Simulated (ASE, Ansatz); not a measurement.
# Relaxing H4C6NF3 (P2_12_12_1) (56 atoms), part 2 of 2

Aim: bring H4C6NF3 (P2_12_12_1) (56 atoms) to a nearby minimum of the energy and see what moves.

Ansatz 0.2.0; Kohn-Sham DFT, PBE+D4, PAW (set soft_2), plane waves.

The cell: 16 H, 24 C, 4 N and 12 F. The cell is under 6 Å thick along one periodic direction.

So far. Step 3 (Relaxation): The relaxation changed the energy by -50.1 meV/atom, and atoms moved by 0.12 Å r.m.s., 0.27 Å at most.

## 5. Single point at the relaxed geometry

The electronic structure is read at the final geometry, in a run of its own.

The input, input.yaml:

```yaml
crystal:
  lattice:
    - [3.8545, 0.0, 0.0]
    - [0.0, 6.322, 0.0]
    - [0.0, 0.0, 24.792]
  atoms:
    - { symbol: H, position: [0.88476, 0.70253, 0.01591] }
    - { symbol: H, position: [0.61467, 0.29582, 0.51584] }
    - { symbol: H, position: [0.11453, 0.19932, 0.48484] }
    - { symbol: H, position: [0.38455, 0.79865, 0.98461] }
    [... 46 atom lines left out ...]
    - { symbol: F, position: [0.62586, 0.9848, 0.25748] }
    - { symbol: F, position: [0.87543, 0.01991, 0.7577] }
    - { symbol: F, position: [0.3895, 0.23443, 0.06319] }
    - { symbol: F, position: [0.11149, 0.76545, 0.56251] }
    - { symbol: F, position: [0.60651, 0.73299, 0.43722] }
    - { symbol: F, position: [0.89055, 0.26715, 0.93789] }
kpoints:
  mp_grid: { grid: [3, 2, 1] }
hamiltonian:
  xc: pbe
  dispersion: d4
scf:
  occupations: { method: gaussian, width: 0.05 }
output:
  forces: true
  stress: true
  populations: true
  dos:
    method: { smearing: { sigma: 0.15 } }
    de: 0.1
    projected: { site_lists: { C: [C], F: [F], H: [H], "N": ["N"] } }
  eigenvalues: true
  write_density: true
  write_potential: true
  volumetric_format: npy
```

Run with:

```sh
$ ansatz run input.yaml --threads 4 --pin off --max-ram 8192MiB --backend cpu --events-out ev --progress --plain --runs-dir out
```

Numbers of over 12 decimals in the logs are rounded to 6 here.

The program printed:

```text
[...]
Crystal: 56 atoms, lattice volume = 604.135 Å³
Basis set: ecut = 420 eV, 11867 PW (Γ), exchange–correlation on 54×90×360 points (8 copies of the dense FFT grid, shifted against one another)
Bands: 164, of which v1, the nominal top of the filled ones, is band 108 counted from 1 (107 counted from 0)
Symmetry: 1 space group operations
[...]
k-points: 4 of 6 (time reversal used)
[...]
SCF iter   1: F=—  HF=-17509.349645 eV  |F-HF|=—  |Δ(HF+E_count)|=         —  Δρ=5.64e-3  dr2=1.67e-1  ethr=1.77e-3  ⟨swp⟩=6.0  Hψ=2787  notcnv=0  defer=31
[...]
SCF iter   8: F=-17509.316545 eV  HF=-17509.316545 eV  |F-HF|=4.57e-8  |Δ(HF+E_count)|=   4.08e-7  Δρ=2.99e-6  dr2=4.56e-8  ethr=4.63e-11  ⟨swp⟩=15.8  Hψ=5522  notcnv=0
SCF 1 converged in 8 iterations: F = -17509.316545 eV  dr2 = 4.56e-8
[...]
SCF converged after 8 iterations
Free energy (F): -17509.316545 eV
[...]
Internal energy: -17509.316545 eV  (E = F + TS)
E sigma→0 (E₀):  -17509.316545 eV
Fermi energy:    3.468374 eV
[...]
--- Forces (eV/Å), atoms counted from 1 ---
  atom   1  H      0.00758248    -0.00445669     0.00609218
  atom   2  H     -0.00608240     0.00765086     0.00629220
  atom   3  H     -0.00677727    -0.00181096     0.00146125
  atom   4  H      0.00597190     0.00082101    -0.00192554
  atom   5  H      0.00648941     0.00138328     0.00215400
  atom   6  H     -0.00366270     0.00430247     0.00236787
  atom   7  H     -0.00409344    -0.00193584    -0.00267252
  atom   8  H      0.00838482     0.00067477    -0.00389941
  atom   9  H     -0.00187446     0.00132663    -0.00143146
  atom  10  H     -0.00132913     0.00313217    -0.00019150
  atom  11  H      0.00033530    -0.00018773     0.00149396
  atom  12  H      0.00070220     0.00258258     0.00069894
  atom  13  H      0.00051902     0.00099134     0.00360593
  atom  14  H     -0.00091215     0.00062211     0.00212823
[...]
atom  55  F      0.00228379     0.00211368     0.00445727
  atom  56  F     -0.00070599    -0.00190020    -0.00450016
  max |Σ_I F_I| component: 7.58e-6 eV/Å
--- Stress (GPa, compression-positive) ---
        0.082881      -0.001585       0.005476
       -0.001585       0.058932      -0.000280
        0.005476      -0.000280      -0.098508
  P = ⅓ Tr σ = 0.0144 GPa (0.144 kbar)
--- Band table (eV) ---
[...]
--- Löwdin populations: 56 sites ---
  site symbol       q [e]
     0      H      0.6942
     1      H      0.6943
     2      H      0.6941
[...]
55      F      7.2385
  spilling = 0.010619 (of n_electrons = 216.000000)
```

The job ended after 41 s (4 threads of Arm Neoverse N1, shared host; peak memory 1.7 GiB; 2.2 min of CPU time).

The run gave:

| Property | Result |
| --- | --- |
| free energy | -17509.3165 eV |
| free energy per atom | -312.6664 eV/atom |
| SCF cycles | 8 |
| pressure | 0.01443 GPa |
| r.m.s. force component | 0.00528 eV/Å |
| longest force | 0.01834 eV/Å |
| Fermi energy | 3.468 eV |
| gap (highest filled to lowest empty level) | 3.467 eV |
| spilling of the projection | 0.01062 |

Löwdin charges by element (they lack the spilled electrons, 0.041 e an atom on average):

```
element  coordination  atoms  mean charge (e)  spread   least    most
      C           all     24            0.114   0.239  -0.200   0.345
      F           all     12           -0.236  0.0031  -0.239  -0.232
      H           all     16            0.274  0.0416   0.232   0.324
      N           all      4           -0.498  1.0e-4  -0.499  -0.498
```

Density of states as counts of states in windows of 1 eV (from the Fermi level), total and the larger projections:

```
from (eV)  to (eV)  total   C p   F p  H s  N p  C s
      -14      -13    0.1   0.0   0.0  0.0  0.0  0.0
      -13      -12   15.9   6.1   3.9  0.8  0.8  3.1
      -12      -11    6.1   1.5   3.6  0.1  0.2  0.1
      -11      -10   10.6   4.4   3.2  0.7  1.7  0.2
      -10       -9   22.4   8.6   7.3  1.8  2.9  1.3
       -9       -8   24.5   8.0  10.8  2.1  2.9  0.4
       -8       -7   22.6   5.9  13.3  2.0  0.9  0.4
       -7       -6   13.0   4.0   7.3  0.8  0.5  0.4
       -6       -5   20.8   7.6  10.6  0.6  1.6  0.1
       -5       -4    7.9   4.0   1.2  0.0  2.4  0.0
       -4       -3    4.4   3.7   0.6  0.0  0.1  0.0
       -3       -2    7.0   4.9   0.9  0.0  1.0  0.0
       -2       -1    4.7   2.6   0.5  0.0  1.5  0.0
       -1        1    0.0   0.0   0.0  0.0  0.0  0.0
        1        2    4.7   3.9   0.2  0.1  0.0  0.1
        2        3   13.2  10.3   0.7  0.4  0.4  0.3
        3        4    8.4   2.4   0.9  1.4  0.1  1.4
        4        5   10.4   3.2   0.5  2.1  0.1  0.7
```

Between -26 and -14 eV lie 32 more states.

About 24 of the 216 electrons lie in deeper levels, below the stored range.

The levels nearest the highest filled one (over half full), pooled over k-points and spins:

```
level less the highest filled one (eV)  occupation
                                -0.260           2
                                -0.246           2
                               -0.0145           2
                               -0.0078           2
                               -0.0031           2
                                     0           2
                                  3.47           0
                                  3.57           0
                                  3.59           0
                                  3.60           0
                                  3.62           0
                                  3.67           0
```

Valence density in the bc plane at fractional x = 0.104, with atoms of H and C and N and F within 0.2 Å of it. It is the smooth field of the valence electrons, not physical close to the nuclei.

Ten steps, logarithmic in the rise over the least value, from '0' (0.00 × 1e0 e/Å³) to '9' (8.22 × 1e0 e/Å³), each cell a mean:
```
000011112222110000
011233210000000000
122211000011100000
223343210000000001
222222100000000011
321000136874100012
110001247985200001
000122345665543210
000112222466654210
000011223466655310
000001122234799731
122221111000233211
455642100000000012
233223564200000011
233446898410000001
123433322100000000
112232210000000000
000001111100000000
000000012222233310
000001233456666520
000012322235665321
100012345566655443
000111224676531110
000000135677641000
```
Columns run along b (6.3 Å), rows up along c (24.8 Å). Atoms in or near the plane, at fractional coordinates: H at (0.20, 0.48), H at (0.46, 0.00), H at (0.82, 0.20), C at (0.57, 0.08), C at (0.72, 0.12), C at (0.70, 0.17), C at (0.65, 0.65), N at (0.60, 0.03), F at (0.40, 0.40), F at (0.52, 0.74), F at (0.77, 0.56).

Electrostatic potential energy in the bc plane at fractional x = 0.104, with atoms of H and C and N and F within 0.2 Å of it. With pseudopotentials it is smooth inside the atoms' cores, unlike the true potential.

Ten even steps from '0' (-38 eV) to '9' (7 eV), each cell a mean:
```
999999998899999999
999999999999999999
999999999999999999
998887899999999999
999998999999999999
999999996458999999
999999983027999999
999999862144578999
999999998840048999
999999998720267999
999999999987400499
999889999999999999
876348999999999999
988999778999999999
998665002899999999
999888999999999999
999999999999999999
999999999999999999
999999999999997799
999999998773003689
999999999885104899
999998877322224899
999999987301689999
999999974200489999
```
Columns run along b (6.3 Å; values clipped at the 3rd and 97th percentile), rows up along c (24.8 Å). Atoms in or near the plane, at fractional coordinates: H at (0.20, 0.48), H at (0.46, 0.00), H at (0.82, 0.20), C at (0.57, 0.08), C at (0.72, 0.12), C at (0.70, 0.17), C at (0.65, 0.65), N at (0.60, 0.03), F at (0.40, 0.40), F at (0.52, 0.74), F at (0.77, 0.56).

Mean Löwdin charges: C +0.11, F -0.24, H +0.27, N -0.50 e (they miss 1.1 % of the electrons, so they add up to more than the cell's charge). The largest share in the top eV of filled states is C p (56 % of the projected weight), and in the lowest eV of empty states C p (88 % of the projected weight).

A closer look about N41, one of the 4 N atoms: 14 atoms, nearest first, numbered in the order of the input, with positions taken from that point.

```
atom      x      y      z  distance (Å)  bonds  Löwdin charge (e)
 N41   0.00   0.00   0.00          0.00      3              -0.50
  H5  -0.07  -0.86  -0.54          1.02      1               0.32
  H1  -0.75   0.66  -0.24          1.03      1               0.31
 C17   0.24  -0.19   1.35          1.39      3               0.08
  H4   1.18   1.27  -1.02          2.01      1               0.31
 C37   0.87  -1.34   1.85          2.44      3               0.33
 C21  -0.08   0.77   2.33          2.45      3               0.33
 F53   1.20  -2.30   0.93          2.75      1              -0.24
 F45  -0.71   1.89   1.90          2.78      1              -0.23
 N44   1.93   1.93  -1.25          3.00      3              -0.50
 N44  -1.93   1.93  -1.25          3.00      3              -0.50
 F56  -0.73  -2.09  -2.18          3.10      1              -0.24
  H4  -2.68   1.27  -1.02          3.13      1               0.31
  H1   3.10   0.66  -0.24          3.18      1               0.31
```

The column of bonds counts only the pairs C-C within 1.82 Å, C-H within 1.34 Å, C-F within 1.62 Å, C-N within 1.77 Å, H-N within 1.27 Å; other neighbours, such as metal atoms beside each other in a compound, aren't counted, and periodic images can show an atom twice.

## 6. Another try, on a changed input

The input is spoilt on purpose; the run shows how that looks.

This step: Kohn-Sham DFT, PBE+D4, PAW (set soft_2), localised support functions (low) (Ansatz 0.2.0).

The input, input.yaml:

```yaml
crystal:
  lattice:
    - [3.8545, 0.0, 0.0]
    - [0.0, 6.322, 0.0]
    - [0.0, 0.0, 24.792]
  atoms:
    [... the 56 atom lines of step 2 ...]
kpoints:
  mp_grid: { grid: [3, 2, 1] }
hamiltonian:
  xc: pbe
  dispersion: d4
scf:
  occupations: { method: gaussian, width: 0.05 }
  eigensolver: { kind: { support_functions: { accuracy: low } } }
  max_iter: 75
  mixing: { beta: 1.0, preconditioner: none, ndim: 1 }
output:
  forces: true
```

The program printed:

```text
Warning: scf.eigensolver.kind.support_functions: disabling space-group detection — the functions' gradient is summed over unrotated k-points, so no spatial operation reduces the k-mesh or symmetrises the density; time reversal is kept, so that k and −k are solved as one point where they differ and the mesh holds both, and exact exchange and, on two spinor components, a DFT+U term hold to it where the run has them: [...]
settings of this run that can trade accuracy for cost: scf.eigensolver.kind.support_functions; scf.eigensolver.kind.support_functions.accuracy: low [...]
Engine: ansatz 0.2.0, aarch64-unknown-linux-gnu
Pseudopotentials: kind: paw
Pseudopotential: H, paw, valence charge 1, recommended cutoff 420 eV (normal), H.paw.azcp
Pseudopotential: C, paw, valence charge 4, recommended cutoff 420 eV (normal), C.paw.azcp
Pseudopotential: N, paw, valence charge 5, recommended cutoff 420 eV (normal), N.paw.azcp
Pseudopotential: F, paw, valence charge 7, recommended cutoff 420 eV (normal), F.paw.azcp
[... 5 lines on functional and potentials left out ...]
Crystal: 56 atoms, lattice volume = 604.135 Å³
Basis set: ecut = 420 eV, 11867 PW (Γ), exchange–correlation on 60×90×360 points (8 copies of the dense FFT grid, shifted against one another)
Bands: 130, of which v1, the nominal top of the filled ones, is band 108 counted from 1 (107 counted from 0)
Symmetry: 1 space group operations
k-points: 4 of 6 (time reversal used)
[... 9 lines on functional and potentials left out ...]
Initial density: superposition of atomic densities (chi_scale 0.1, normalization cell, long waves 2 % of neutral atoms (reshape's long-wave potential 1.02 eV rms, cloud 1.47 Å wide))
Initial wavefunctions: pseudopotential atomic-orbital guess
Eigensolver: Support functions (low, 24×36×144 points, laid for a spacing of at most 0.181454 Å, radius 3.470675 Å, 4 species' potentials softened for the grid, 4 wholly corrected for its errors in the mean over positions, 4 with the egg-box correction, energy correction by stochastic trace)
Functional: x = pbe(κ = 0.804, μ = 0.219515), c = pbe(β = 0.066725)
SCF iter   1: F=—  HF=-17574.079423 eV  |F-HF|=—  |Δ(HF+E_count)|=         —  Δρ=2.01e-1  dr2=3.52e2  ethr=1.00e-1
SCF iter   2: F=—  HF=-17880.980431 eV  |F-HF|=—  |Δ(HF+E_count)|=    3.07e2  Δρ=4.57e-1  dr2=1.51e3  ethr=1.00e-1
SCF iter   3: F=—  HF=-20805.988581 eV  |F-HF|=—  |Δ(HF+E_count)|=    2.93e3  Δρ=1.02e0  dr2=2.78e4  ethr=1.00e-1
SCF iter   4: F=—  HF=-135473.792104 eV  |F-HF|=—  |Δ(HF+E_count)|=    1.15e5  Δρ=1.38e0  dr2=3.27e5  ethr=1.00e-1
SCF iter   5: F=—  HF=-512182.578280 eV  |F-HF|=—  |Δ(HF+E_count)|=    3.77e5  Δρ=1.76e0  dr2=6.99e5  ethr=1.00e-1
SCF iter   6: F=—  HF=-500830.310670 eV  |F-HF|=—  |Δ(HF+E_count)|=    1.14e4  Δρ=1.67e0  dr2=6.75e5  ethr=1.00e-1
WARN: SCF iteration 6: the Harris–Foulkes energy stands at -5.0083e5 eV, against -17574.0794 eV at iteration 1 (that of least residual so far), and has stood under the runaway watch's bar for 3 iterations running; the SCF is not ended for it (`scf.max_iter` in the input reference has the rule and what to try)
SCF iter   7: F=—  HF=-481533.889404 eV  |F-HF|=—  |Δ(HF+E_count)|=    1.93e4  Δρ=1.62e0  dr2=6.52e5  ethr=1.00e-1
SCF iter   8: F=—  HF=-470463.088563 eV  |F-HF|=—  |Δ(HF+E_count)|=    1.11e4  Δρ=1.58e0  dr2=6.31e5  ethr=1.00e-1
SCF iter   9: F=—  HF=-473536.268015 eV  |F-HF|=—  |Δ(HF+E_count)|=         —  Δρ=1.75e0  dr2=6.69e5  ethr=1.00e-1
SCF iter  10: F=—  HF=-527037.413829 eV  |F-HF|=—  |Δ(HF+E_count)|=    5.35e4  Δρ=1.93e0  dr2=7.24e5  ethr=1.00e-1
[...]
iteration 40: the SCF's residuals had fallen too slowly under its mixing. It goes on by minimising its free energy, and can end on another state than longer mixing would; under `scf.algorithm: density_mixing` no SCF does so, but by `scf.convergence.dm_fallback`
[...]
SCF iter  48: F=—  HF=-17506.870357 eV  |F-HF|=—  |Δ(HF+E_count)|=    1.38e1  Δρ=3.78e-2  dr2=3.45e0  ethr=6.22e-5
SCF iter  49: F=—  HF=-17506.686533 eV  |F-HF|=—  |Δ(HF+E_count)|=   1.84e-1  Δρ=1.28e-2  dr2=5.63e-1  ethr=6.22e-5
SCF iter  50: F=—  HF=-17506.709772 eV  |F-HF|=—  |Δ(HF+E_count)|=   2.32e-2  Δρ=6.20e-3  dr2=1.23e-1  ethr=6.22e-5
SCF iter  51: F=—  HF=-17506.754335 eV  |F-HF|=—  |Δ(HF+E_count)|=   4.46e-2  Δρ=2.00e-3  dr2=1.32e-2  ethr=5.71e-5
```

Run time: 4.7 min. Hardware: 4 threads; peak memory 1.9 GiB.

Residual by cycle:

cycle, log10 residual and a bar from the least value:
```
        1        2.5 #################
        6        5.8 ##############################
       10        5.9 ##############################
       15        5.9 ##############################
       19        5.9 ##############################
       24        5.8 ##############################
       28        5.9 ##############################
       33        5.9 ##############################
       37        5.9 ##############################
       42        5.0 ###########################
       46        3.1 ###################
       51       -1.9
```

The run was cut off at its time limit.

After 51 cycles the residual stands at 0.013.

The change made on purpose: support_functions.accuracy = "low", scf.mixing.beta = 1.0, scf.mixing.ndim = 1 and scf.mixing.preconditioner = "none".

## 7. Results

| Quantity | Value |
| --- | --- |
| energy change in the relaxation | -50.1 meV/atom |
| r.m.s. displacement | 0.117 Å |
| largest displacement | 0.271 Å |
| free energy per atom | -312.6664 eV/atom |
| density | 1.617 g/cm³ |
| pressure | 0.01443 GPa |
| r.m.s. force component | 0.00528 eV/Å |
| gap (highest filled to lowest empty level) | 3.467 eV |
| wall time of the 4 DFT runs | 8.1 min |

**Reading.** Relaxation lowers the energy by 50.1 meV/atom and moves atoms by 0.12 Å r.m.s.; the r.m.s. force component goes from 1.6 to 0.0053 eV/Å, the pressure goes from 3.5 to 0.014 GPa, and the gap from 2.65 to 3.47 eV. By the final cutoffs no bond was broken or made. From the first step to the last the energy fell by 2.806 eV, and the largest move was 0.27 Å (H1). The H-N bonds change most in mean length: from 0.998 Å (spread 0.029) to 1.022 Å (spread 0.007). Counting bonds as in the table, all C atoms have 3, all F atoms have 1, all H atoms have 1 and all N atoms have 3 bonded neighbours. Between filled and empty levels lie 3.47 eV on the run's k-points; the mesh holds the band edges only if they fold onto it, so the gap at this level can be narrower or closed, while semilocal functionals tend to narrow gaps against experiment.

**Limits.** Forces of over 1 eV/Å at the start, largest on C, show that the listed positions lie far from a minimum at this level.

[Logs are printed without paths, hosts, clocks, repeated set-up lines and the standing remarks that a program may print on its own settings, such as how far it seeks lower states.]

[Hosts, paths, dates, database ids (printed as entryN), source tags and the programs' standing remarks are cut or masked in the printed files.]
